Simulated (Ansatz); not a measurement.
# Grüneisen parameters and expansion of SiBi (hypothetical, Fm-3m), part 2 of 4

Aim: how the vibrations of SiBi (hypothetical) shift with volume, and the expansion that follows. The crystal structure is hypothetical: it was made by swapping elements on a known structure type.

Ansatz 0.2.0; DFT PBEsol, scalar-relativistic, plane waves, PAW.

So far. Step 2 (A first coarse run): The start is under -3.0 GPa at this level and looks like a metal on this mesh. Step 4 (Tight relaxation): The residual pressure is -7.4e-5 GPa, small enough for phonons.

## (6) Phonons, V/V0 1

Phonons at this volume give one point of F(V, T); meshes stay fixed along the series.

This step: DFT PBEsol, scalar-relativistic, plane waves, PAW (Ansatz 0.2.0).

input.yaml reads:

```yaml
crystal:
  lattice:
    - [0.0, 2.8990864878, 2.8990864878]
    - [2.8990864878, 0.0, 2.8990864878]
    - [2.8990864878, 2.8990864878, 0.0]
  atoms:
    - { symbol: Si, position: [0.0, 0.0, 0.0] }
    - { symbol: Bi, position: [0.5, 0.5, 0.5] }
kpoints:
  mp_grid: { grid: [12, 12, 12] }
hamiltonian:
  xc: pbesol
scf:
  occupations: { method: methfessel_paxton, width: 0.15 }
output:
  eigenvalues: true
phonons:
  method: dfpt
  qmesh: [4, 4, 4]
  temperatures: { t_max: 1000, t_step: 50 }
  qpath:
    path:
      - [[0.0, 0.0, 0.0], [0.5, 0.0, 0.5], [0.625, 0.25, 0.625]]
      - [[0.375, 0.375, 0.75], [0.0, 0.0, 0.0], [0.5, 0.5, 0.5], [0.5, 0.25, 0.75], [0.5, 0.0, 0.5]]
    npoints: 10
```

The run is started by

```
ansatz run input.yaml --threads 4 --pin off --max-ram 8192MiB --backend cpu --events-out ev --progress --plain --runs-dir out
```

Numbers of over 12 decimals in the logs are rounded to 6 here.

The log of the run:

```text
[...]
Crystal: 2 atoms, lattice volume = 48.732 Å³
Basis set: ecut = 420 eV, 941 PW (Γ), exchange–correlation on 60×60×60 points (8 copies of the dense FFT grid, shifted against one another)
Bands: 14, of which v1, the nominal top of the filled ones, is band 10 counted from 1 (9 counted from 0)
Symmetry: 48 space group operations
k-points: 72 of 1728
[...]
SCF iter   1: F=—  HF=-12862.744296 eV  |F-HF|=—  |Δ(HF+E_count)|=         —  Δρ=2.31e-3  dr2=4.03e-3  ethr=1.77e-3  ⟨swp⟩=5.5  Hψ=5689  notcnv=0
[...]
SCF iter   9: F=-12862.742368 eV  HF=-12862.742368 eV  |F-HF|=9.09e-12  |Δ(HF+E_count)|=  1.16e-10  S|Δr|=    0.00e0  Δρ=9.89e-8  dr2=5.40e-12  ethr=1.00e-12  ⟨swp⟩=5.8  Hψ=5371  notcnv=0
SCF 1 converged in 9 iterations: F = -12862.742368 eV  dr2 = 5.40e-12
[...]
phonons: the bands overlap, so this run is a metal and interpolates without the dipole-dipole term. If the crystal is really an insulator or semiconductor, its LO-TO splitting is missing
NSCF: frozen V_eff on 72 k-points
WARN: eigensolver did not converge in 6 slots of this pass, the one above among them; of largest residual over every band (k=17): 1 band(s) unlocked (lowest unlocked band 13, counted from 0; max residual 3.83e-4 eV among the unlocked bands, 3.83e-4 eV over every band); of lowest unlocked band (k=1): band 13
[...]
DFPT response loops at q = (0, 0, 0) (fractional): preconditioner auto → Kerker (q_TF=auto, 2.332 Å⁻¹) (partly filled bands, converged f_vac=0.000); β = 1.00, the filter's whole step (`scf.mixing.beta` (0.50) is not read by the response loops under this deck's `scf.mixing.preconditioner`; to damp them name `kerker` or `kerker_dos`, under which they read `scf.mixing.beta`, and type it under 1.00, their step now; both keys bind the ground state too); Broyden in place of MSR1
[...]
SCF converged after 9 iterations
[...]
Free energy (F): -12862.742368 eV
[...]
Internal energy: -12862.741746 eV  (E = F + TS)
E sigma→0 (E₀):  -12862.742212 eV
Entropy (-TS):   -0.000622 eV (-0.311 meV/atom)
Fermi energy:    10.112527 eV
[...]
--- Band table (eV; the first three rows and the last of 72) ---
  k-point 0: bands = [... 6 lower, 7.3916, 9.4209, 9.4209, 9.4209, 14.9968, 14.9968, 14.9968, 15.5289]
  k-point 1: bands = [... 6 lower, 6.7514, 9.4270, 9.4270, 9.8395, 14.4794, 14.4794, 14.5675, 15.5143]
  k-point 2: bands = [... 6 lower, 5.5369, 9.4571, 9.4571, 10.4017, 13.5325, 13.5325, 13.8080, 15.6768]
  k-point 71: bands = [... 6 lower, 2.9469, 5.3868, 5.3868, 11.4178, 11.6379, 15.7744, 15.7744, 18.6581]
--- Phonons (Γ-DFPT): 2 representative perturbations + reference (Σ response iterations 6) ---
  ASR residual: 1.973e-4 → 0.000e0 eV/Å²; symmetrization residual: 3.049e-6 eV/Å²
  ASR residual per site (eV/Å²): 4.28e-5 1.97e-4
  Γ frequencies (cm⁻¹): 0.00 0.00 0.00 138.81 138.81 138.81
--- Phonons (arbitrary-q DFPT): 8 irreducible q on the 4×4×4 mesh ---
  q = [0.0000, 0.0000, 0.0000] (star 1, of the zone-centre solve; hermiticity 3.48e-6, symmetrization 3.44e-12): 0.00 0.00 0.00 138.81 138.81 138.81
  q = [0.0000, 0.0000, 0.2500] (star 8, 2 solved perturbations on 936 of 1728 k-point pairs; hermiticity 6.15e-7, symmetrization 2.78e-12): 51.83 51.83 68.29 159.23 159.23 200.54
[...]
q = [0.0000, 0.2500, 0.2500] (star 6, 4 solved perturbations in 1608 linear systems a pass and spin channel, the states on 510 of 1728 k-point pairs; hermiticity 1.47e-6, symmetrization 1.50e-13): 27.90 27.90 82.52 131.25 131.25 219.61
[...]
sum rule: each row above includes the acoustic sum rule's correction from the zone centre's row sums; it moved no ω² by more than (0.64 cm⁻¹)²
  mesh force constants: q→R imaginary residual 3.72e-18; ASR residual 1.973e-4 → 0.000e0 eV/Å²; symmetrization residual 4.441e-15 eV/Å²
  interpolated dispersion: 62 rows × 6 modes
  density of states and harmonic sums: on the 20×20×20 q-mesh, interpolated from the force constants of a 4×4×4 supercell (no non-analytic term)
  largest difference from the sums on the solved wave vectors: F 1.10e-2 eV, S 1.50e-5 and C_V 4.01e-6 eV/K
  zero-point energy: 0.046522 eV/cell   skipped modes (ω ≤ 0): 3   left out of the sums: 6.25e-5 of the cell's modes: C_V's classical limit lies that fraction below 3 k_B per atom; for a crystal, a wire or a layer, F and S can be off by more, and a phonons.interpolated_qmesh denser along its periods is the remedy for the sampling
```

Run time: 3.5 min. Hardware: 4 threads of Arm Neoverse V2, shared host; peak memory 2.9 GiB; 14 min of CPU time.

This step gave:

```
Γ frequencies                            : 0, 0, 0, 138.8, 138.8, 138.8 cm⁻¹ (negative: imaginary)
lowest frequency on the path             : 0 cm⁻¹
zero-point energy                        : 0.04652 eV/cell
point group                              : m-3m
highest frequency                        : 254.4 cm⁻¹
Debye temperature from the second moment : 263 K
```

No LO-TO term. Phonon branches along the path, in cm⁻¹:

| point | branch 1 | branch 2 | branch 3 | branch 4 | branch 5 | branch 6 |
| --- | --- | --- | --- | --- | --- | --- |
| Γ | 0 | 0 | 0 | 139 | 139 | 139 |
| halfway | 28 | 28 | 82 | 131 | 131 | 220 |
| X | 27 | 27 | 49 | 124 | 124 | 173 |
| halfway | 39 | 44 | 47 | 147 | 148 | 172 |
| U | 44 | 62 | 68 | 171 | 186 | 190 |
| jump to K | 44 | 62 | 68 | 171 | 186 | 190 |
| halfway | 43 | 64 | 79 | 137 | 188 | 217 |
| Γ | 0 | 0 | 0 | 139 | 139 | 139 |
| halfway | 52 | 52 | 68 | 159 | 159 | 200 |
| L | 79 | 79 | 98 | 219 | 219 | 254 |
| halfway | 68 | 71 | 86 | 196 | 204 | 228 |
| W | 45 | 45 | 77 | 169 | 169 | 209 |
| halfway | 40 | 46 | 56 | 148 | 171 | 173 |
| X | 27 | 27 | 49 | 124 | 124 | 173 |

The phonon branches as a text plot (rows in cm⁻¹):

```
    249 |                                      *****
    238 |                                           **
    228 |                   ****              *       *
    217 |      **           *** *            *  *****  **
    207 |    **  *         *   *               *    ***  ***
    196 |   *     **             *          * *       **    *
    186 |                **     * **       *           **    *
    175 |           ********                 *           * ******
    164 |  *            *   ***  *  *     * *             *** *
    154 |                      *  **     *                   *
    143 |**      *     *            ********                  *
    132 | **   ** **  *         *   **                         *
    122 |   ***     **           ***                            *
    111 |
    101 |                                       ***
     90 |                   ****              **   ****
     80 |    *****         **** *            *  ****** *****
     69 |         **     ***   ***          * **     ***    *
     58 |   *       *   ***      ***       * *         **    *
     48 |  *         ************ **      ***            ********
     37 |              *         *  *    **                  ***
     26 | * ***********           ****   *                     **
     16 | **                         *  *
      5 |*                            **
         Γ           X  U|K            Γ         L        W     X
```

The phonon density of states has structure finer than the step of the table below, so its rows give means over 10 cm⁻¹, whole bins alone (the curve runs from 1 to 255 cm⁻¹). Peaks (cm⁻¹: height): 47.0: 0.0684, 77.0: 0.0774, 83.0: 0.0732, 173.0: 0.0447, 213.0: 0.0442.

Tetrahedra on 20 20 20, mean over bins of 2 cm⁻¹. Table of phonon density of states by wavenumber; means over each step:

| wavenumber (cm⁻¹) | phonon density of states (1/cm⁻¹/cell) |
| --- | --- |
| 10 | 2.7e-4 |
| 20 | 0.00172 |
| 30 | 0.0164 |
| 40 | 0.0340 |
| 50 | 0.0566 |
| 60 | 0.0460 |
| 70 | 0.0547 |
| 80 | 0.0663 |
| 90 | 0.0232 |
| 100 | 8.8e-4 |
| 110 | 0 |
| 120 | 3.8e-4 |
| 130 | 0.0113 |
| 140 | 0.0171 |
| 150 | 0.0185 |
| 160 | 0.0215 |
| 170 | 0.0356 |
| 180 | 0.0329 |
| 190 | 0.0303 |
| 200 | 0.0331 |
| 210 | 0.0412 |
| 220 | 0.0329 |
| 230 | 0.0163 |
| 240 | 0.00664 |
| 250 | 0.00223 |

Harmonic. Thermo, by row:

| T (K) | F_vib (meV/atom) | S (J/mol-atom/K) | C_V (J/mol-atom/K) |
| --- | --- | --- | --- |
| 0 | 23.26 | 0 | 0 |
| 50 | 21.83 | 7.784 | 11.37 |
| 100 | 14.99 | 18.25 | 18.66 |
| 150 | 3.31 | 26.47 | 21.64 |
| 200 | -12.14 | 32.9 | 22.96 |
| 250 | -30.57 | 38.1 | 23.63 |
| 300 | -51.48 | 42.45 | 24.02 |
| 350 | -74.46 | 46.17 | 24.26 |
| 400 | -99.25 | 49.42 | 24.41 |
| 450 | -125.6 | 52.3 | 24.52 |
| 500 | -153.4 | 54.89 | 24.6 |
| 550 | -182.5 | 57.24 | 24.66 |
| 600 | -212.7 | 59.38 | 24.7 |
| 650 | -244 | 61.36 | 24.74 |
| 700 | -276.3 | 63.2 | 24.77 |
| 750 | -309.5 | 64.91 | 24.79 |
| 800 | -343.5 | 66.51 | 24.81 |
| 850 | -378.4 | 68.01 | 24.82 |
| 900 | -414 | 69.43 | 24.84 |
| 950 | -450.3 | 70.77 | 24.85 |
| 1000 | -487.3 | 72.05 | 24.86 |

The modes has structure finer than the step of the table below, so its rows give means over 10 cm⁻¹, whole bins alone (the curve runs from -10 to 271 cm⁻¹). Peaks (cm⁻¹: height): Bi 46.6: 0.0644, 53.6: 0.0495, 76.6: 0.0721; Si 46.6: 0.00635, 149.1: 0.0193, 172.1: 0.0377, 212.8: 0.0459.

Phonopy on the run's constants, 17x17x17 mesh, Gaussian sigma 2.0 cm⁻¹. The modes by wavenumber; means over each step; values in 1/cm⁻¹/cell:

| wavenumber (cm⁻¹) | Bi | Si |
| --- | --- | --- |
| 0 | 5.2e-5 | 5.3e-6 |
| 10 | 2.9e-4 | 3.6e-5 |
| 20 | 0.00204 | 2.1e-4 |
| 30 | 0.0151 | 0.00145 |
| 40 | 0.0326 | 0.00291 |
| 50 | 0.0498 | 0.00431 |
| 60 | 0.0431 | 0.00224 |
| 70 | 0.0532 | 0.00137 |
| 80 | 0.0642 | 6.6e-4 |
| 90 | 0.0247 | 1.9e-4 |
| 100 | 0.00148 | 6.8e-6 |
| 110 | 0 | 0 |
| 120 | 9.5e-5 | 0.00123 |
| 130 | 8.9e-4 | 0.0106 |
| 140 | 0.00133 | 0.0154 |
| 150 | 0.00134 | 0.0167 |
| 160 | 0.00159 | 0.0201 |
| 170 | 0.00301 | 0.0318 |
| 180 | 0.00219 | 0.0302 |
| 190 | 0.00133 | 0.0291 |
| 200 | 8.6e-4 | 0.0319 |
| 210 | 4.8e-4 | 0.0405 |
| 220 | 1.8e-4 | 0.0335 |
| 230 | 7.0e-5 | 0.0162 |
| 240 | 2.7e-5 | 0.00683 |
| 250 | 4.0e-6 | 0.00252 |
| 260 | 0 | 7.3e-5 |

No LO-TO term. Modes at Γ, with each element's share of the kinetic energy:

| mode | frequency (cm⁻¹) | symmetry | Si % | Bi % |
| --- | --- | --- | --- | --- |
| 1 | 0.0 | T1u | 12 | 88 |
| 2 | 0.0 | T1u | 12 | 88 |
| 3 | 0.0 | T1u | 12 | 88 |
| 4 | 138.8 | T1u | 88 | 12 |
| 5 | 138.8 | T1u | 88 | 12 |
| 6 | 138.8 | T1u | 88 | 12 |

Displacements in mode 4 (138.8 cm⁻¹), the largest set to 1:
```
Si1  0.00 -0.12  1.00
Bi2  0.00  0.02 -0.13
```

No mode is imaginary beyond numerical noise at the solved wavevectors.

## (7) A cell at another volume, V/V0 1.015

Symmetry fixes every atom, so a single point at the scaled cell gives the energy and pressure of this member.

The cell differs from the one that the last finished run ended in (a 4.100 → 4.120 Å, b 4.100 → 4.120 Å, c 4.100 → 4.120 Å).

input.yaml, the sections that differ from step 6:

```yaml
crystal:
  lattice:
    - [0.0, 2.913510041, 2.913510041]
    - [2.913510041, 0.0, 2.913510041]
    - [2.913510041, 2.913510041, 0.0]
  atoms:
    - { symbol: Si, position: [0.0, 0.0, 0.0] }
    - { symbol: Bi, position: [0.5, 0.5, 0.5] }
output:
  forces: true
  stress: true
  eigenvalues: true
# kpoints, hamiltonian, scf: as in step 6
# phonons: removed
```

The log of the run:

```text
[...]
Crystal: 2 atoms, lattice volume = 49.463 Å³
Basis set: ecut = 420 eV, 941 PW (Γ), exchange–correlation on 60×60×60 points (8 copies of the dense FFT grid, shifted against one another)
Bands: 14, of which v1, the nominal top of the filled ones, is band 10 counted from 1 (9 counted from 0)
Symmetry: 48 space group operations
[...]
k-points: 72 of 1728
[...]
SCF iter   1: F=—  HF=-12862.742231 eV  |F-HF|=—  |Δ(HF+E_count)|=         —  Δρ=2.32e-3  dr2=4.21e-3  ethr=1.77e-3  ⟨swp⟩=5.6  Hψ=5654  notcnv=0
[...]
SCF iter   7: F=-12862.740073 eV  HF=-12862.740073 eV  |F-HF|=8.70e-9  |Δ(HF+E_count)|=   1.54e-8  S|Δr|=    0.00e0  Δρ=4.19e-6  dr2=1.06e-8  ethr=5.26e-10  ⟨swp⟩=5.8  Hψ=3948  notcnv=0
SCF 1 converged in 7 iterations: F = -12862.740073 eV  dr2 = 1.06e-8
[...]
SCF converged after 7 iterations
[...]
Free energy (F): -12862.740073 eV
[...]
Internal energy: -12862.739551 eV  (E = F + TS)
E sigma→0 (E₀):  -12862.739943 eV
Entropy (-TS):   -0.000522 eV (-0.261 meV/atom)
Fermi energy:    9.890453 eV
[...]
--- Stress (GPa, compression-positive) ---
       -0.991359      -0.000000       0.000000
        0.000000      -0.991359      -0.000000
        0.000000       0.000000      -0.991359
  P = ⅓ Tr σ = -0.9914 GPa (-9.914 kbar)
--- Band table (eV; the first three rows and the last of 72) ---
  k-point 0: bands = [... 6 lower, 7.0623, 9.2132, 9.2132, 9.2132, 14.7164, 14.7164, 14.7164, 15.3155]
  k-point 1: bands = [... 6 lower, 6.4618, 9.2196, 9.2196, 9.5982, 14.2131, 14.2131, 14.3022, 15.2918]
  k-point 2: bands = [... 6 lower, 5.2912, 9.2502, 9.2502, 10.1366, 13.2824, 13.2824, 13.5491, 15.4481]
  k-point 71: bands = [... 6 lower, 2.7662, 5.2481, 5.2481, 11.1750, 11.3817, 15.5574, 15.5574, 18.3036]
```

Wall time 0.76 s (4 threads); peak memory 0.36 GiB; 2.4 s of CPU time.

This step gave:

| Item | Value |
| --- | --- |
| pressure | -0.9914 GPa |
| volume per atom | 24.73 Å³ |

The run ends at a pressure of -0.99 GPa.

## (8) Phonons, V/V0 1.015

Phonons at this volume give one point of F(V, T); meshes stay fixed along the series.

input.yaml, the sections that differ from step 7:

```yaml
output:
  eigenvalues: true
phonons:
  method: dfpt
  qmesh: [4, 4, 4]
  temperatures: { t_max: 1000, t_step: 50 }
  qpath:
    path:
      - [[0.0, 0.0, 0.0], [0.5, 0.0, 0.5], [0.625, 0.25, 0.625]]
      - [[0.375, 0.375, 0.75], [0.0, 0.0, 0.0], [0.5, 0.5, 0.5], [0.5, 0.25, 0.75], [0.5, 0.0, 0.5]]
    npoints: 10
# crystal, kpoints, hamiltonian, scf: as in step 7
```

The log of the run:

```text
[...]
Crystal: 2 atoms, lattice volume = 49.463 Å³
Basis set: ecut = 420 eV, 941 PW (Γ), exchange–correlation on 60×60×60 points (8 copies of the dense FFT grid, shifted against one another)
Bands: 14, of which v1, the nominal top of the filled ones, is band 10 counted from 1 (9 counted from 0)
Symmetry: 48 space group operations
k-points: 72 of 1728
[...]
k-point 71: bands = [... 6 lower, 2.7661, 5.2481, 5.2481, 11.1749, 11.3817, 15.5574, 15.5574, 18.3036]
[...]
ASR residual: 3.193e-6 → 0.000e0 eV/Å²; symmetrization residual: 2.775e-6 eV/Å²
  ASR residual per site (eV/Å²): 3.19e-6 3.90e-7
  Γ frequencies (cm⁻¹): 0.00 0.00 0.00 130.58 130.58 130.58
--- Phonons (arbitrary-q DFPT): 8 irreducible q on the 4×4×4 mesh ---
[...]
interpolated dispersion: 62 rows × 6 modes
[...]
[key lines of the parts left out:]
SCF converged after 10 iterations
Free energy (F): -12862.740073 eV
Fermi energy:    9.890415 eV
```

The job ended after 3.4 min (4 threads; peak memory 2.9 GiB).

No LO-TO term. Phonon branches along the path, in cm⁻¹:

| point | branch 1 | branch 2 | branch 3 | branch 4 | branch 5 | branch 6 |
| --- | --- | --- | --- | --- | --- | --- |
| Γ | 0 | 0 | 0 | 131 | 131 | 131 |
| halfway | 28 | 28 | 80 | 122 | 122 | 214 |
| X | 27 | 27 | 49 | 114 | 114 | 164 |
| halfway | 38 | 43 | 47 | 138 | 138 | 163 |
| U | 43 | 61 | 67 | 162 | 179 | 183 |
| jump to K | 43 | 61 | 67 | 162 | 179 | 183 |
| halfway | 42 | 62 | 76 | 127 | 181 | 210 |
| Γ | 0 | 0 | 0 | 131 | 131 | 131 |
| halfway | 50 | 50 | 66 | 152 | 152 | 194 |
| L | 76 | 76 | 95 | 213 | 213 | 248 |
| halfway | 66 | 70 | 84 | 189 | 197 | 222 |
| W | 45 | 45 | 75 | 160 | 160 | 204 |
| halfway | 40 | 46 | 54 | 139 | 162 | 166 |
| X | 27 | 27 | 49 | 114 | 114 | 164 |

The phonon branches as a text plot (rows in cm⁻¹):

```
    243 |                                      *****
    233 |                                           **
    222 |                    ***              *       *
    212 |      **           *   *            *  *****  **
    202 |    **  *         *****               *    ***  ***
    191 |                        *          *         **    *
    181 |   *     **      *     *             *        **    *
    171 |           *    *        **       * *          *
    160 |  *         ********    *        *              ********
    150 |               *    **   ***       *               ***
    140 | *            *       *    **   * *
    129 |**     **              *    ******                   **
    119 |  *****  *** *          ****                          **
    109 |            *
     98 |                                       ***
     88 |                   ***               **   ****
     78 |      ***         ******            *  ****** *****
     67 |    **   **     ***   ***          * **     ***    *
     57 |   *       *   ***      ***       * *         **    *
     47 |  *         ************ **      ***            ********
     36 |              *         *  *    **                   **
     26 | * ***********           ****   *                     **
     16 | **                         *  *
      5 |*                            **
         Γ           X  U|K            Γ         L        W     X
```

No mode is imaginary beyond numerical noise at the solved wavevectors. The highest zone-centre mode (no LO–TO term) moved by -5.9 % for a volume change of +1.5 %.

## (9) Single point at a scaled cell, V/V0 0.985

Symmetry fixes every atom, so a single point at the scaled cell gives the energy and pressure of this member.

The cell differs from the one that the last finished run ended in (a 4.120 → 4.079 Å, b 4.120 → 4.079 Å, c 4.120 → 4.079 Å).

input.yaml, the sections that differ from step 8:

```yaml
crystal:
  lattice:
    - [0.0, 2.8845179681, 2.8845179681]
    - [2.8845179681, 0.0, 2.8845179681]
    - [2.8845179681, 2.8845179681, 0.0]
  atoms:
    - { symbol: Si, position: [0.0, 0.0, 0.0] }
    - { symbol: Bi, position: [0.5, 0.5, 0.5] }
output:
  forces: true
  stress: true
  eigenvalues: true
# kpoints, hamiltonian, scf: as in step 8
# phonons: removed
```

The log of the run:

```text
[...]
Crystal: 2 atoms, lattice volume = 48.001 Å³
Basis set: ecut = 420 eV, 941 PW (Γ), exchange–correlation on 60×60×60 points (8 copies of the dense FFT grid, shifted against one another)
Bands: 14, of which v1, the nominal top of the filled ones, is band 10 counted from 1 (9 counted from 0)
Symmetry: 48 space group operations
[...]
k-points: 72 of 1728
[...]
--- Band table (eV; the first three rows and the last of 72) ---
  k-point 0: bands = [... 6 lower, 7.7318, 9.6350, 9.6350, 9.6350, 15.2852, 15.2852, 15.2852, 15.7485]
  k-point 1: bands = [... 6 lower, 7.0480, 9.6407, 9.6407, 10.0906, 14.7530, 14.7530, 14.8383, 15.7450]
  k-point 2: bands = [... 6 lower, 5.7884, 9.6701, 9.6701, 10.6768, 13.7896, 13.7896, 14.0732, 15.9132]
  k-point 71: bands = [... 6 lower, 3.1329, 5.5298, 5.5298, 11.6682, 11.9019, 15.9972, 15.9972, 19.0231]
[key lines of the parts left out:]
SCF converged after 7 iterations
Free energy (F): -12862.739945 eV
Fermi energy:    10.341466 eV
P = ⅓ Tr σ = 1.0766 GPa (10.766 kbar)
```

Wall time 0.75 s (4 threads); peak memory 0.36 GiB; 2.4 s of CPU time.

The run ends at a pressure of 1.08 GPa.

(Part 2 of 4 ends here.)

[Logs are printed without paths, hosts, clocks, repeated set-up lines and the standing remarks that a program may print on its own settings, such as how far it seeks lower states.]

[Hosts, paths, dates, database ids (printed as entryN), source tags and the programs' standing remarks are cut or masked in the printed files.]

[A step with changed settings may run another functional than the one named; its input shows which.]


